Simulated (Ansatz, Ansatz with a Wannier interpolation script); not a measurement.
```json
{"subject": "From a coarse GW mesh to bands everywhere: SiO2 (Cristobalite)", "lattice_ang": [[4.982, 0.0, 0.0], [0.0, 4.982, 0.0], [0.0, 0.0, 6.963]], "atoms": [["Si", 0.299, 0.299, 0.0], ["Si", 0.201, 0.799, 0.25], ["Si", 0.701, 0.701, 0.5], ["Si", 0.799, 0.201, 0.75], ["O", 0.2399, 0.1035, 0.1781], ["O", 0.3965, 0.7399, 0.4281], ["O", 0.7601, 0.8965, 0.6781], ["O", 0.6035, 0.2601, 0.9281], ["O", 0.7399, 0.3965, 0.5719], ["O", 0.8965, 0.7601, 0.3219], ["O", 0.2601, 0.6035, 0.0719], ["O", 0.1035, 0.2399, 0.8219]], "method": "DFT, LDA, plane waves, PAW (and 3 further levels or steps)", "program": "Ansatz 0.2.0 and Ansatz with a Wannier interpolation script 0.2.0", "settings_of_one_run": "cutoff 420 eV, 4×4×2 k-mesh, smearing width 0.02 eV, default PAW", "notes": "The database entry behind the starting cell lists a temperature of 340 K. The cell and positions come from the Crystallography Open Database and are kept as given unless a step says otherwise. Bands and cutoff are finite, so the gap is not at the basis limit. The miss can reach some tenths of an eV and take either sign; the mesh is an error of its own. Above the frozen window of the model the interpolated levels need not meet the computed ones, even at points of the mesh. The 4×4×2 mesh is coarse for this cell (its supercell is 14 Å along the shortest edge). The RPA ε∞ on it, from the LDA start, is 2.20; such meshes misread the long-range screening, most where the gap is narrow.", "results": {"lda_gap": "5.52 eV", "g0w0_gap_over_the_zone": "8.70 eV, direct", "least_direct_g0w0_gap_in_the_model": "8.70 eV", "gw_settings": "4×4×2 mesh, 720 empty bands, screening to 150 eV", "known_limits": "not at the basis limit; coarse k mesh"}}
```

[Paths, hosts, dates, memory and timing lines, banners, echoed tables and standing remarks are left out of the program output.]

[Logs are printed without paths, hosts, clocks, repeated set-up lines and the standing remarks that a program may print on its own settings, such as how far it seeks lower states.]

[Runs of the session that timed out or met a known fault of the program may be left out.]

[Hosts, paths, dates, database ids (printed as entryN), source tags and the programs' standing remarks are cut or masked in the printed files.]
